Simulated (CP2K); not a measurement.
Two runs for the P L₂,₃ edge of phosphoric acid. Run A: CP2K XAS_TDP, all-electron GAPW, PBEh(45%), aug-cc-pVDZ, TDA, ZORA, spin–orbit coupling. Run B differs in one setting.

First lines with a strength over 0.0003. A:

| atom | energy (eV) | states | strength, one atom |
| --- | --- | --- | --- |
| P2 (bonded to 4 O) | 135.83 | 3 | 0.0098 |
|  | 136.60 | 3 | 0.0070 |
|  | 137.19 | 2 | 0.0016 |
|  | 137.78 | 2 | 0.0009 |
|  | 137.79 | 2 | 0.0016 |

B:

| atom | energy (eV) | states | strength, one atom |
| --- | --- | --- | --- |
| P2 (bonded to 4 O) | 139.65 | 1 | 0.0037 |
|  | 139.67 | 1 | 0.0034 |
|  | 139.69 | 1 | 0.0023 |
|  | 140.44 | 2 | 0.0047 |
|  | 140.46 | 1 | 0.0020 |

Q: Which was it: GW2X switched on, the functional, the basis?

GW2X switched on. GW2X shifts the lines nearly together; each 2p level gets its own shift. The lowest line over the strength cut lies at 139.65 eV, against 135.83 eV (PBEh(45%), aug-cc-pVDZ).

[Hosts, paths, dates, database ids (printed as entryN), source tags and the programs' standing remarks are cut or masked in the printed files.]
